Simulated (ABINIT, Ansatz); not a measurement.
# Quasiparticle gap of KCdF3 (Pm-3m) in ABINIT, part 2 of 2

How does a plane-wave GW calculation on KCdF3 (Pm-3m) run from the first input to the gap?

ABINIT 10.8.3; LDA and many-body steps on it, plane waves. Known limits of the many-body steps: not at the basis limit; d shell near the gap, gap tends to lie low; no spin-orbit coupling; coarse k mesh.

So far. Step 2 (Ground state): The gap is indirect, with the least direct gap 1.79 eV higher. Step 3 (Empty states on the mesh, 2×2×2 mesh, 72 bands): On this mesh the gap is 2.829 eV.

### Step 4. Screening, 2×2×2 mesh, 66 bands, screening to 98 eV

The RPA dielectric matrix is built and inverted for each q.

This step: RPA screening on LDA, plane waves, norm-conserving pseudopotentials.

Input file run.abi:

```
acell 3*1.0 Angstrom
rprim 
  4.382089020000 0.000000000000 0.000000000000
  0.000000000000 4.382089020000 0.000000000000
  0.000000000000 0.000000000000 4.382089020000
ntypat 3
znucl 19 48 9
natom 5
typat 1 2 3 3 3
xred 
  0.000000000000 0.000000000000 0.000000000000
  0.500000000000 0.500000000000 0.500000000000
  0.000000000000 0.500000000000 0.500000000000
  0.500000000000 0.000000000000 0.500000000000
  0.500000000000 0.500000000000 0.000000000000
pp_dirpath "pseudos"
pseudos "K.upf, Cd.upf, F.upf"
ecut 47
ngkpt 2 2 2
nshiftk 1
shiftk 0 0 0
kptopt 1
chksymbreak 0
istwfk *1
occopt 1
irdwfk 1
optdriver 3
nband 66
ecuteps 3.6
inclvkb 2
awtr 1
symchi 1
indata_prefix "in"
outdata_prefix "out"
tmpdata_prefix "tmp"
```

Command:

```sh
> OMP_NUM_THREADS=1 mpirun -n 4 abinit run.abi > log
```

Numbers of over 12 decimals in the logs are rounded to 6 here.

The program printed:

```text
.Version 10.8.3 of ABINIT. v10.8.2 released Aug 2026.

 Symmetries : space group Pm -3 m (#221); Bravais cP (primitive cubic)
[... echo of the input left out ...]
== DATASET  1 ==================================================================
-   mpi_nproc: 4, omp_nthreads: 1 (-1 if OMP is not activated)

--- !DatasetInfo
iteration_state: {dtset: 1, }
dimensions: {natom: 5, nkpt: 4, mband: 66, nsppol: 1, nspinor: 1, nspden: 1, mpw: 8778, }
cutoff_energies: {ecut:  47.0, pawecutdg:  -1.0, }
electrons: {nelect:   5.00000000E+01, charge:   0.00000000E+00, occopt:   1.00000000E+00, tsmear:   1.00000000E-02, }

 SCREENING: Calculation of the susceptibility and dielectric matrices

 Based on a program developped by R.W. Godby, V. Olevano, G. Onida, and L. Reining.
 Incorporated in ABINIT by V. Olevano, G.-M. Rignanese, and M. Torrent.
.Using double precision arithmetic ; gwpc =  8

[... cell and pseudopotentials left out ...]
--------------------------------------------------------------------------------

 ==== K-mesh for the wavefunctions ====
 Number of points in the irreducible wedge :     4
[... list of points left out ...]
 Together with 48 symmetry operations and time-reversal symmetry
 yields     8 points in the full Brillouin Zone.

 ==== Q-mesh for the screening function ====
 Number of points in the irreducible wedge :     4
[... list of points left out ...]
 Together with 48 symmetry operations and time-reversal symmetry
 yields     8 points in the full Brillouin Zone.

 setmesh: FFT mesh size selected  =    36x   36x   36
          total number of points  =        46656

 vcoul_init : cutoff-mode = AUXILIARY_FUNCTION
 q-points for optical limit:   1
     1)      0.000010    0.000020    0.000030

- screening: taking advantage of time-reversal symmetry
- Maximum band index for partially occupied states nbvw = 25
- Remaining bands to be divided among processors   nbcw = 41
- Number of bands treated by each node ~10

 Number of electrons calculated from density =   50.0000; Expected =   50.0000
 average of density, n =  0.088050
 r_s =    1.3944
 omega_plasma =   28.6234 [eV]

 calculating chi0 at frequencies [eV] :
  1    0.000000E+00    0.000000E+00
  2    0.000000E+00    2.862335E+01

--------------------------------------------------------------------------------
  q-point number  1        q = ( 0.000000, 0.000000, 0.000000) [r.l.u.]
--------------------------------------------------------------------------------
[... chi0 elements left out ...]
 For q-point:  0.000010 0.000020 0.000030
  dielectric constant =   2.2821
  dielectric constant without local fields =   2.4027

  Average fulfillment of the sum rule on Im[epsilon] for q-point    1 :     26.24  [%]
[... wings left out ...]
  q-point number  2        q = ( 0.500000, 0.000000, 0.000000) [r.l.u.]
--------------------------------------------------------------------------------
[... chi0 elements left out ...]
  Average fulfillment of the sum rule on Im[epsilon] for q-point    2 :     33.50  [%]

 [... 2 further q-points ...]
```

It took 12 s on 4 MPI ranks of Arm Neoverse V2, shared host; peak memory 0.94 GiB; 46 s of CPU time.

This step gave:

```
ε∞ with local fields, on this mesh, along the program's q direction : 2.282
the same without local fields                                       : 2.403
plasma frequency                                                    : 28.62 eV
plane waves in the screening matrix                                 : 179
```

Local fields lower ε∞ by 5 %. On a Γ-centred mesh this coarse the value itself is usually too large, while a short band sum pulls it down.

### Step 5. Self-energy, 2×2×2 mesh, 66 bands, screening to 98 eV

The self-energy is evaluated for the states that the input lists, and the levels follow from it, in one-shot runs by the linearised quasiparticle equation.

This step: G0W0 on LDA, plane waves, norm-conserving pseudopotentials.

run.abi: that of step 4 with these lines changed.

```diff
@@ -26,8 +26,17 @@
 irdwfk 1
-optdriver 3
+optdriver 4
 nband 66
+gwcalctyp 0
+ecutsigx 47
+symsigma 1
+nkptgw 2
+kptgw 
+  0.5000000000 0.5000000000 0.5000000000
+  0.0000000000 0.0000000000 0.0000000000
+bdgw 
+  24 28
+  23 28
 ecuteps 3.6
-inclvkb 2
-awtr 1
-symchi 1
+irdscr 1
+ppmodel 1
 indata_prefix "in"
```

The program printed:

```text
.Version 10.8.3 of ABINIT. v10.8.2 released Aug 2026.

 Symmetries : space group Pm -3 m (#221); Bravais cP (primitive cubic)
[... echo of the input left out ...]
== DATASET  1 ==================================================================
-   mpi_nproc: 4, omp_nthreads: 1 (-1 if OMP is not activated)

--- !DatasetInfo
iteration_state: {dtset: 1, }
dimensions: {natom: 5, nkpt: 4, mband: 66, nsppol: 1, nspinor: 1, nspden: 1, mpw: 8778, }
cutoff_energies: {ecut:  47.0, pawecutdg:  -1.0, }
electrons: {nelect:   5.00000000E+01, charge:   0.00000000E+00, occopt:   1.00000000E+00, tsmear:   1.00000000E-02, }

 SIGMA: Calculation of the GW corrections

 Based on a program developped by R.W. Godby, V. Olevano, G. Onida, and L. Reining.
 Incorporated in ABINIT by V. Olevano, G.-M. Rignanese, and M. Torrent.
.Using double precision arithmetic ; gwpc =  8

[... cell and pseudopotentials left out ...]
--------------------------------------------------------------------------------

 ==== K-mesh for the wavefunctions ====
 Number of points in the irreducible wedge :     4
[... list of points left out ...]
 Together with 48 symmetry operations and time-reversal symmetry
 yields     8 points in the full Brillouin Zone.

 ==== Q-mesh for screening function ====
 Number of points in the irreducible wedge :     4
[... list of points left out ...]
 Together with 48 symmetry operations and time-reversal symmetry
 yields     8 points in the full Brillouin Zone.

 vcoul_init : cutoff-mode = AUXILIARY_FUNCTION
 q-points for optical limit:   1
     1)      0.000010    0.000020    0.000030
 setmesh: FFT mesh size selected  =    54x   54x   54
          total number of points  =       157464

 Number of electrons calculated from density =   50.0000; Expected =   50.0000
 average of density, n =  0.088050
 r_s =    1.3944
 omega_plasma =   28.6234 [eV]

 === KS Band Gaps ===
  >>>> For spin  1
   Minimum direct gap =   4.6176 [eV], located at k-point      :   0.0000  0.0000  0.0000
   Fundamental gap    =   2.8288 [eV], Top of valence bands at :   0.5000  0.5000  0.5000
                                       Bottom of conduction at :   0.0000  0.0000  0.0000
 SIGMA fundamental parameters:
 PLASMON POLE MODEL  1
 number of plane-waves for SigmaX                 8733
 number of plane-waves for SigmaC and W            179
 number of plane-waves for wavefunctions          8733
 number of bands                                    66
 number of independent spin polarizations            1
 number of spinorial components                      1
 number of k-points in IBZ                           4
 number of q-points in IBZ                           4
 number of symmetry operations                      48
 number of k-points in BZ                            8
 number of q-points in BZ                            8
 number of frequencies for dSigma/dE                 9
 frequency step for dSigma/dE [eV]                0.25
 number of omega for Sigma on real axis              0
 max omega for Sigma on real axis  [eV]           0.00
 zcut for avoiding poles [eV]                     0.10

 EPSILON^-1 parameters (SCR file):
 dimension of the eps^-1 matrix on file            179
 dimension of the eps^-1 matrix used               179
 number of plane-waves for wavefunctions          8733
 number of bands                                    66
 number of q-points in IBZ                           4
 number of frequencies                               2
 number of real frequencies                          1
 number of imag frequencies                          1

 matrix elements of self-energy operator (all in [eV])

 Perturbative Calculation

--- !SelfEnergy_ee
iteration_state: {dtset: 1, }
kpoint     : [   0.500,    0.500,    0.500, ]
spin       : 1
KS_gap     :    7.513
QP_gap     :   11.536
Delta_QP_KS:    4.023
data: !SigmaeeData |
     Band     E0 <VxcDFT>   SigX SigC(E0)      Z dSigC/dE  Sig(E)    E-E0       E
       24   1.503 -25.696 -32.242   4.835   0.815  -0.227 -27.091  -1.395   0.108
       25   1.503 -25.696 -32.242   4.835   0.815  -0.227 -27.091  -1.395   0.108
       26   9.015 -10.695  -5.052  -2.667   0.883  -0.132  -8.066   2.629  11.644
       27   9.015 -10.695  -5.052  -2.667   0.883  -0.132  -8.066   2.629  11.644
       28   9.015 -10.695  -5.052  -2.667   0.883  -0.132  -8.066   2.629  11.644

--- !SelfEnergy_ee
iteration_state: {dtset: 1, }
kpoint     : [   0.000,    0.000,    0.000, ]
spin       : 1
KS_gap     :    4.618
QP_gap     :    8.495
Delta_QP_KS:    3.877
data: !SigmaeeData |
     Band     E0 <VxcDFT>   SigX SigC(E0)      Z dSigC/dE  Sig(E)    E-E0       E
       23  -0.286 -21.815 -29.294   5.471   0.790  -0.265 -23.402  -1.587  -1.873
       24  -0.286 -21.815 -29.294   5.471   0.790  -0.265 -23.402  -1.587  -1.873
       25  -0.286 -21.815 -29.294   5.471   0.790  -0.265 -23.402  -1.587  -1.873
       26   4.331 -12.205  -7.019  -2.577   0.878  -0.139  -9.915   2.290   6.621
       27   9.542  -9.378  -3.862  -2.539   0.893  -0.120  -6.720   2.658  12.201
       28   9.542  -9.378  -3.862  -2.539   0.893  -0.120  -6.720   2.658  12.201

== END DATASET(S) ==============================================================
================================================================================

 -outvars: echo values of variables after computation  --------
           etotal      0.0000000000E+00
            nband          66
             nkpt           4
          spgroup         221
 [... the other variables as echoed above ...]

 Calculation completed.
```

Wall time 5.4 s (4 MPI ranks); peak memory 0.96 GiB; 21 s of CPU time.

Numbers from this step:

* G0W0 gap on the points computed: 6.513 eV
* starting gap on the mesh: 2.829 eV
* k of the valence top: 0.5, 0.5, 0.5
* k of the conduction bottom: 0, 0, 0
* Z at the valence top: 0.815
* Z at the conduction bottom: 0.878
* least direct G0W0 gap on the computed points: 8.494 eV

The gap on the mesh goes from 2.83 eV to 6.51 eV, a correction of +3.68 eV.

Limits: finite bands, cutoff and mesh; d shell near the gap, gap tends to lie low; no spin-orbit coupling; coarse k mesh. v1 is the top filled band, c1 the lowest empty one. The levels before and after the correction (eV, zero at the valence-band top of each column):

```tsv
	conduction bottom	valence top
Kohn-Sham	2.83	0.00
G0W0	6.51	0.00
```

```tsv
	level	energy (eV)
Kohn-Sham	(0.5 0.5 0.5) v2-v1	0.000
Kohn-Sham	(0.5 0.5 0.5) c1-c3	7.513
Kohn-Sham	Γ v3-v1	-1.789
Kohn-Sham	Γ c1	2.829
Kohn-Sham	Γ c2-c3	8.040
G0W0	(0.5 0.5 0.5) v2-v1	0.000
G0W0	(0.5 0.5 0.5) c1-c3	11.536
G0W0	Γ v3-v1	-1.981
G0W0	Γ c1	6.513
G0W0	Γ c2-c3	12.093
```

### Step 6. Where the time went

Times are wall times on 4 MPI ranks of Arm Neoverse V2, shared host, good to a factor of about two.

```tsv
step	time	share	memory (GiB)
ground state	69 s	64 %	0.46
empty states on the mesh	21 s	20 %	0.36
screening	12 s	11 %	0.94
self-energy	5.4 s	5 %	0.96
```

### Step 7. Results

```json
{
  "LDA gap": "2.83 eV, indirect",
  "G0W0 gap on the mesh": "6.51 eV",
  "GW settings": "2×2×2 mesh, 66 bands, screening to 98 eV, Godby-Needs plasmon pole",
  "known limits": "not at the basis limit; d shell near the gap, gap tends to lie low; no spin-orbit coupling; coarse k mesh"
}
```

G0W0 moves the gap on the mesh from 2.83 eV to 6.51 eV (+3.68 eV), with Z of 0.81 and 0.88 at the edges. Local fields lower the RPA ε∞ on this mesh from 2.40 to 2.28; a Γ-centred mesh this coarse tends to raise both, most where the direct gap is narrow, while a short band sum lowers them. Only 2 of the mesh's irreducible points were corrected, so a valley elsewhere could overtake. The dearest step here is «ground state». Bands and cutoff are finite, so the gap is not at the basis limit. The miss can reach some tenths of an eV and take either sign; the mesh is an error of its own. In the G0W0 run levels were corrected at 2 k points alone, so a gap called «on the mesh» is the least over those, and an edge elsewhere would be missed. The 2×2×2 mesh is coarse for this cell, which bears on the long-range parts of exchange and screening. This is the ideal cubic cell; many perovskites, halides above all, are cubic only on average, and local tilts or off-centring can widen the gap. A d shell, filled or nearly so, lies near the gap. One-shot GW converges very slowly in bands there, not always from below, and on a semilocal start the gap tends to come out low; starts rich in exact exchange can overshoot instead. The many-body steps are scalar-relativistic: spin-orbit coupling is not in them.

[Paths, hosts, dates, memory and timing lines, banners, echoed tables and standing remarks are left out of the program output.]

[Logs are printed without paths, hosts, clocks, repeated set-up lines and the standing remarks that a program may print on its own settings, such as how far it seeks lower states.]

[Runs of the session that timed out or met a known fault of the program may be left out.]

[Hosts, paths, dates, database ids (printed as entryN), source tags and the programs' standing remarks are cut or masked in the printed files.]

[G0W0 gaps are taken among the corrected bands and points alone; a level outside them can change the order at an edge.]

[Where Ansatz stands beside ABINIT at settings called matched, ABINIT's density can come from a denser mesh and the files from another edition; pairs whose starting gaps differed by over 0.03 eV were left out, so agreement reads better than it is.]
